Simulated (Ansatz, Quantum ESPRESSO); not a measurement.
**HfPbO3 (Pm-3m): third-order response**

Wanted: vibrational spectra of HfPbO3 (Pm-3m) from linear and non-linear response.

Main program and level: Quantum ESPRESSO 8.0 development, patched; DFT LDA, scalar-relativistic, plane waves, PseudoDojo norm-conserving pseudopotentials.

### 1. Set-up

The structure is cubic, space group Pm-3m (No. 221). Conventional cell: a = 4.155 Å, b = 4.155 Å, c = 4.155 Å, α = 90.00°, β = 90.00°, γ = 90.00°. Nearest to Hf lie 6 O at 2.08 Å. Pb has 12 O at 2.94 Å nearest. Nearest to O lie 2 Hf at 2.08 Å. Farther neighbours and most contacts between anions are not listed.

Structure file:

```cif
data_structure
_symmetry_space_group_name_H-M 'Pm-3m'
_symmetry_Int_Tables_number 221
_cell_length_a 4.1555
_cell_length_b 4.1555
_cell_length_c 4.1555
_cell_angle_alpha 90.000
_cell_angle_beta 90.000
_cell_angle_gamma 90.000
_cell_volume 71.76
loop_
_atom_site_label
_atom_site_type_symbol
_atom_site_symmetry_multiplicity
_atom_site_Wyckoff_symbol
_atom_site_fract_x
_atom_site_fract_y
_atom_site_fract_z
_atom_site_occupancy
Hf1 Hf 1 b 0.50000 0.50000 0.50000 1
Pb1 Pb 1 a 0.00000 0.00000 0.00000 1
O1 O 3 c 0.00000 0.50000 0.50000 1
```

### 2. A probe with smearing

Before anything dear is run, a loose run with smearing shows whether this is a metal and how far the cell is from rest.

Contents of probe.in:

```
&CONTROL
  calculation = 'scf'
  prefix      = 'x'
  outdir      = './tmp'
  pseudo_dir  = './pseudo'
  tprnfor     = .true.
  tstress     = .true.
  verbosity   = 'high'
/
&SYSTEM
  ibrav       = 1
  celldm(1)   = 7.85272101
  nat         = 5
  ntyp        = 3
  ecutwfc     = 84.0
  occupations = 'smearing'
  smearing    = 'gaussian'
  degauss     = 0.01
/
&ELECTRONS
  conv_thr         = 1.0d-07
  mixing_beta      = 0.7
  electron_maxstep = 100
/
ATOMIC_SPECIES
 Hf    178.4900  Hf.upf
 Pb    207.2000  Pb.upf
 O      15.9990  O.upf
ATOMIC_POSITIONS crystal
 Hf     0.500000000   0.500000000   0.500000000
 Pb     0.000000000   0.000000000   0.000000000
 O      0.000000000   0.500000000   0.500000000
 O      0.500000000   0.000000000   0.500000000
 O      0.500000000   0.500000000   0.000000000
K_POINTS automatic
 4 4 4 0 0 0
```

The run is started by

```sh
$ OMP_NUM_THREADS=1 mpirun -n 16 pw.x -nk 8 -in probe.in > probe.out
```

The log of the run:

```text
[banners, grids, parts of the stress and lines that vanish by symmetry left out]
Program PWSCF v.8.0dev
     Parallelization info
     --------------------
[...]
kinetic-energy cutoff     =      84.0000  Ry
     charge density cutoff     =     336.0000  Ry
     scf convergence threshold =      1.0E-07
[...]
Exchange-correlation= SLA-PW-NOGX-NOGC
                           (   1   4   0   0   0   0   0)
[...]
48 Sym. Ops., with inversion, found
[...]
(     0          1          0      )
                  (     0          0          1      )
[...]
(  0.0000000  1.0000000  0.0000000 )
                  (  0.0000000  0.0000000  1.0000000 )
[...]
(     0         -1          0      )
                  (     0          0          1      )
[...]
( -1.0000000  0.0000000  0.0000000 )
                  (  0.0000000  1.0000000  0.0000000 )
[...]
number of k points=    10  Gaussian smearing, width (Ry)=  0.0100
[...]
End of self-consistent calculation
[...]
the Fermi energy is    10.8674 ev
!    total energy              =    -352.93668258 Ry
[...]
convergence has been achieved in  10 iterations
[...]
atom    1 type  1   force =     0.00000000    0.00000000    0.00000000
     atom    2 type  2   force =     0.00000000    0.00000000    0.00000000
     atom    3 type  3   force =     0.00000000    0.00000000    0.00000000
     atom    4 type  3   force =     0.00000000    0.00000000    0.00000000
     atom    5 type  3   force =     0.00000000    0.00000000    0.00000000
[...]
Total force =     0.000000     Total SCF correction =     0.000000
[...]
total   stress  (Ry/bohr**3)                   (kbar)     P=     -113.24
[...]
XML data file, charge density, pseudopotentials, collected wavefunctions

   JOB DONE.
```

Run time: 6.9 s. Hardware: 16 MPI ranks of Arm Neoverse N1, shared host; 1.8 min of CPU time.

Numbers from this step:

```
volume per atom   : 14.35 Å³
pressure          : -11.32 GPa
gap on the k-mesh : 2.303 eV
```

A gap of 2.3 eV opens on this mesh, so the crystal is taken as an insulator; the start stands at -11 GPa.

### 3. Relaxing the cell and atoms

Frequencies change by per cents with a per cent of volume, so the structure is first brought to rest at this level of theory.

Contents of relax.in:

```
&CONTROL
  calculation   = 'vc-relax'
  prefix        = 'x'
  outdir        = './tmp'
  pseudo_dir    = './pseudo'
  tprnfor       = .true.
  tstress       = .true.
  forc_conv_thr = 2.0d-05
  etot_conv_thr = 1.0d-07
  nstep         = 40
/
&SYSTEM
  ibrav       = 1
  celldm(1)   = 7.85272101
  nat         = 5
  ntyp        = 3
  ecutwfc     = 84.0
  occupations = 'fixed'
  nbnd        = 24
/
&ELECTRONS
  conv_thr         = 1.0d-11
  mixing_beta      = 0.7
  electron_maxstep = 100
/
&IONS
/
&CELL
  press_conv_thr = 0.2
/
ATOMIC_SPECIES
 Hf    178.4900  Hf.upf
 Pb    207.2000  Pb.upf
 O      15.9990  O.upf
ATOMIC_POSITIONS crystal
 Hf     0.500000000   0.500000000   0.500000000
 Pb     0.000000000   0.000000000   0.000000000
 O      0.000000000   0.500000000   0.500000000
 O      0.500000000   0.000000000   0.500000000
 O      0.500000000   0.500000000   0.000000000
K_POINTS automatic
 8 8 8 0 0 0
```

The run is started by

```sh
$ OMP_NUM_THREADS=1 mpirun -n 16 pw.x -nk 16 -in relax.in > relax.out
```

The log of the run:

```text
[banners, grids, parts of the stress and lines that vanish by symmetry left out]
[banner, memory and clock lines left out]
Program PWSCF v.8.0dev

[...]
kinetic-energy cutoff     =      84.0000  Ry
     charge density cutoff     =     336.0000  Ry
     scf convergence threshold =      1.0E-11
[...]
energy convergence thresh.=      1.0E-07
     force convergence thresh. =      2.0E-05
     press convergence thresh. =      2.0E-01
     Exchange-correlation= SLA-PW-NOGX-NOGC
                           (   1   4   0   0   0   0   0)
[...]
48 Sym. Ops., with inversion, found
[...]
number of k points=    35
[...]
c_bands: 1 eigenvalues not converged on the other pools
[...]
End of self-consistent calculation
[...]
highest occupied, lowest unoccupied level (ev):     9.3400   11.6491
!    total energy              =    -352.93769774 Ry
[...]
convergence has been achieved in  15 iterations
[...]
atom    1 type  1   force =     0.00000000    0.00000000    0.00000000
     atom    2 type  2   force =     0.00000000    0.00000000    0.00000000
     atom    3 type  3   force =     0.00000000    0.00000000    0.00000000
     atom    4 type  3   force =     0.00000000    0.00000000    0.00000000
     atom    5 type  3   force =     0.00000000    0.00000000    0.00000000
     Total force =     0.000000     Total SCF correction =     0.000000
[...]
total   stress  (Ry/bohr**3)                   (kbar)     P=     -113.66
[...]
number of bfgs steps    =   0
[...]
CELL_PARAMETERS (alat=  7.85272101)
[...]
ATOMIC_POSITIONS (crystal)
Hf               0.5000000000        0.5000000000        0.5000000000
Pb               0.0000000000        0.0000000000        0.0000000000
O                0.0000000000        0.5000000000        0.5000000000
O                0.5000000000        0.0000000000        0.5000000000
[...]
New effective cutoffs (rho, wfc):  348.81   87.34
[...]
End of self-consistent calculation
[...]
highest occupied, lowest unoccupied level (ev):    10.2582   12.6654
!    total energy              =    -352.95040484 Ry
[...]
convergence has been achieved in  10 iterations
[...]
atom    1 type  1   force =     0.00000000    0.00000000    0.00000000
     atom    2 type  2   force =     0.00000000    0.00000000    0.00000000
     atom    3 type  3   force =     0.00000000    0.00000000    0.00000000
     atom    4 type  3   force =     0.00000000    0.00000000    0.00000000
     atom    5 type  3   force =     0.00000000    0.00000000    0.00000000
     Total force =     0.000000     Total SCF correction =     0.000000
[...]
total   stress  (Ry/bohr**3)                   (kbar)     P=      -16.92
[...]
number of bfgs steps    =   1
[...]
CELL_PARAMETERS (alat=  7.85272101)
[...]
ATOMIC_POSITIONS (crystal)
[...]
New effective cutoffs (rho, wfc):  351.12   87.92
[...]
End of self-consistent calculation
[...]
highest occupied, lowest unoccupied level (ev):    10.4331   12.8429
!    total energy              =    -352.95063380 Ry
[...]
convergence has been achieved in  12 iterations
[...]
atom    1 type  1   force =     0.00000000    0.00000000    0.00000000
     atom    2 type  2   force =     0.00000000    0.00000000    0.00000000
     atom    3 type  3   force =     0.00000000    0.00000000    0.00000000
     atom    4 type  3   force =     0.00000000    0.00000000    0.00000000
[...]
Total force =     0.000000     Total SCF correction =     0.000000
[...]
total   stress  (Ry/bohr**3)                   (kbar)     P=        2.10
[...]
number of bfgs steps    =   2
[...]
CELL_PARAMETERS (alat=  7.85272101)
[...]
ATOMIC_POSITIONS (crystal)
[...]
New effective cutoffs (rho, wfc):  350.87   87.85
[...]
End of self-consistent calculation
[...]
highest occupied, lowest unoccupied level (ev):    10.4138   12.8233
!    total energy              =    -352.95063726 Ry
[...]
convergence has been achieved in   9 iterations
[...]
Total force =     0.000000     Total SCF correction =     0.000000
[...]
total   stress  (Ry/bohr**3)                   (kbar)     P=       -0.03
[...]
number of bfgs steps    =   3
[...]
small trust_radius: resetting bfgs history
[...]
CELL_PARAMETERS (alat=  7.85272101)
[...]
ATOMIC_POSITIONS (crystal)
[...]
New effective cutoffs (rho, wfc):  350.87   87.85
[...]
End of self-consistent calculation
[...]
highest occupied, lowest unoccupied level (ev):    10.4140   12.8236
!    total energy              =    -352.95063726 Ry
[...]
convergence has been achieved in   4 iterations
[...]
atom    3 type  3   force =     0.00000000    0.00000000    0.00000000
     atom    4 type  3   force =     0.00000000    0.00000000    0.00000000
     atom    5 type  3   force =     0.00000000    0.00000000    0.00000000
     Total force =     0.000000     Total SCF correction =     0.000000
[...]
total   stress  (Ry/bohr**3)                   (kbar)     P=        0.00
[...]
bfgs converged in   5 scf cycles and   4 bfgs steps
[...]
End of BFGS Geometry Optimization
     Final enthalpy           =    -352.9506372582 Ry
     File ./tmp/x.bfgs deleted, as requested
[...]
CELL_PARAMETERS (alat=  7.85272101)
[...]
ATOMIC_POSITIONS (crystal)
[...]
O                0.5000000000        0.0000000000        0.5000000000
O                0.5000000000        0.5000000000        0.0000000000
[...]
Final scf calculation at the relaxed structure.
[...]
kinetic-energy cutoff     =      84.0000  Ry
     charge density cutoff     =     336.0000  Ry
     scf convergence threshold =      1.0E-13
[...]
press convergence thresh. =      2.0E-01
     Exchange-correlation= SLA-PW-NOGX-NOGC
                           (   1   4   0   0   0   0   0)
[...]
48 Sym. Ops., with inversion, found
[...]
number of k points=    35
[...]
End of self-consistent calculation
[...]
highest occupied, lowest unoccupied level (ev):    10.4140   12.8236
!    total energy              =    -352.95059008 Ry
[...]
convergence has been achieved in  33 iterations
[...]
atom    1 type  1   force =     0.00000000    0.00000000    0.00000000
     atom    2 type  2   force =     0.00000000    0.00000000    0.00000000
     atom    3 type  3   force =     0.00000000    0.00000000    0.00000000
     atom    4 type  3   force =     0.00000000    0.00000000    0.00000000
     atom    5 type  3   force =     0.00000000    0.00000000    0.00000000
     Total force =     0.000000     Total SCF correction =     0.000000
[...]
total   stress  (Ry/bohr**3)                   (kbar)     P=       -0.28
[...]
XML data file, charge density, pseudopotentials, collected wavefunctions
```

It took 2.2 min on 16 MPI ranks; 35 min of CPU time.

Relaxation path:

| step | energy less that of the first step (eV) | largest force (eV/Å) | pressure (GPa) | volume (Å³) |
| --- | --- | --- | --- | --- |
| 1 | 0.0000 | 0.0000 | -11.37 | 71.76 |
| 2 | -0.1729 | 0.0000 | -1.69 | 67.68 |
| 3 | -0.1760 | 0.0000 | 0.21 | 67.01 |
| 4 | -0.1761 | 0.0000 | 0.00 | 67.09 |
| 5 | -0.1761 | 0.0000 | 0.00 | 67.08 |
| 6 | -0.1754 | 0.0000 | -0.03 | 67.08 |

| conventional cell, symmetrised | before | after | change |
| --- | --- | --- | --- |
| a (Å) | 4.155 | 4.063 | -2.2 % |
| b (Å) | 4.155 | 4.063 | -2.2 % |
| c (Å) | 4.155 | 4.063 | -2.2 % |
| volume (Å³/atom) | 14.35 | 13.42 | -6.5 % |

Final coordinates:

```
CELL_PARAMETERS angstrom
4.06325 0.00000 0.00000
0.00000 4.06325 0.00000
0.00000 0.00000 4.06325
ATOMIC_POSITIONS crystal
Hf 0.50000 0.50000 0.50000
Pb 0.00000 0.00000 0.00000
O 0.00000 0.50000 0.50000
O 0.50000 0.00000 0.50000
O 0.50000 0.50000 0.00000
```

The last row of the table of steps is pw.x's closing run on a basis chosen anew for the final cell, so its energy can jump.

This step gave:

```yaml
volume_per_atom: 13.42 Å³
pressure: -0.02800 GPa
gap_on_the_k_mesh: 2.410 eV
```

The volume changes by -6.5 % from the cell with which this run began.

### 4. Self-consistent run for the response

Perturbation theory inherits every error of the wavefunctions, so the threshold is set near the limit of the arithmetic. With a gap, occupations are fixed, which also allows the response to an electric field.

Contents of scf.in:

```
&CONTROL
  calculation = 'scf'
  prefix      = 'x'
  outdir      = './tmp'
  pseudo_dir  = './pseudo'
  tprnfor     = .true.
  tstress     = .true.
/
&SYSTEM
  ibrav       = 1
  celldm(1)   = 7.67842993
  nat         = 5
  ntyp        = 3
  ecutwfc     = 84.0
  occupations = 'fixed'
  nbnd        = 24
/
&ELECTRONS
  conv_thr         = 1.0d-12
  mixing_beta      = 0.7
  electron_maxstep = 100
/
ATOMIC_SPECIES
 Hf    178.4900  Hf.upf
 Pb    207.2000  Pb.upf
 O      15.9990  O.upf
ATOMIC_POSITIONS crystal
 Hf     0.500000000   0.500000000   0.500000000
 Pb     0.000000000   0.000000000   0.000000000
 O      0.000000000   0.500000000   0.500000000
 O      0.500000000   0.000000000   0.500000000
 O      0.500000000   0.500000000   0.000000000
K_POINTS automatic
 8 8 8 0 0 0
```

The run is started by

```sh
$ OMP_NUM_THREADS=1 mpirun -n 16 pw.x -nk 16 -in scf.in > scf.out
```

The log of the run:

```text
[banners, grids, parts of the stress and lines that vanish by symmetry left out]
[banner, memory and clock lines left out]
Program PWSCF v.8.0dev

[...]
kinetic-energy cutoff     =      84.0000  Ry
     charge density cutoff     =     336.0000  Ry
     scf convergence threshold =      1.0E-12
[...]
Exchange-correlation= SLA-PW-NOGX-NOGC
                           (   1   4   0   0   0   0   0)
[...]
48 Sym. Ops., with inversion, found
[...]
number of k points=    35
[...]
c_bands: 1 eigenvalues not converged on the other pools
[...]
End of self-consistent calculation
[...]
highest occupied, lowest unoccupied level (ev):    10.4140   12.8236
!    total energy              =    -352.95059008 Ry
[...]
convergence has been achieved in  18 iterations
[...]
atom    1 type  1   force =     0.00000000    0.00000000    0.00000000
     atom    2 type  2   force =     0.00000000    0.00000000    0.00000000
     atom    3 type  3   force =     0.00000000    0.00000000    0.00000000
     atom    4 type  3   force =     0.00000000    0.00000000    0.00000000
     atom    5 type  3   force =     0.00000000    0.00000000    0.00000000
     Total force =     0.000000     Total SCF correction =     0.000000
[...]
total   stress  (Ry/bohr**3)                   (kbar)     P=       -0.27
[...]
XML data file, charge density, pseudopotentials, collected wavefunctions
```

Elapsed: 30 s, on 16 MPI ranks; 8 min of CPU time.

This step gave:

```
pressure : -0.02700 GPa
```

The cell stands at -0.027 GPa, close enough for phonons.

[end of part 1 of 3]

[Host names and launcher messages were left out of these logs when they were recorded.]

[Logs are printed without paths, hosts, clocks, repeated set-up lines and the standing remarks that a program may print on its own settings, such as how far it seeks lower states.]

[Hosts, paths, dates, database ids (printed as entryN), source tags and the programs' standing remarks are cut or masked in the printed files.]
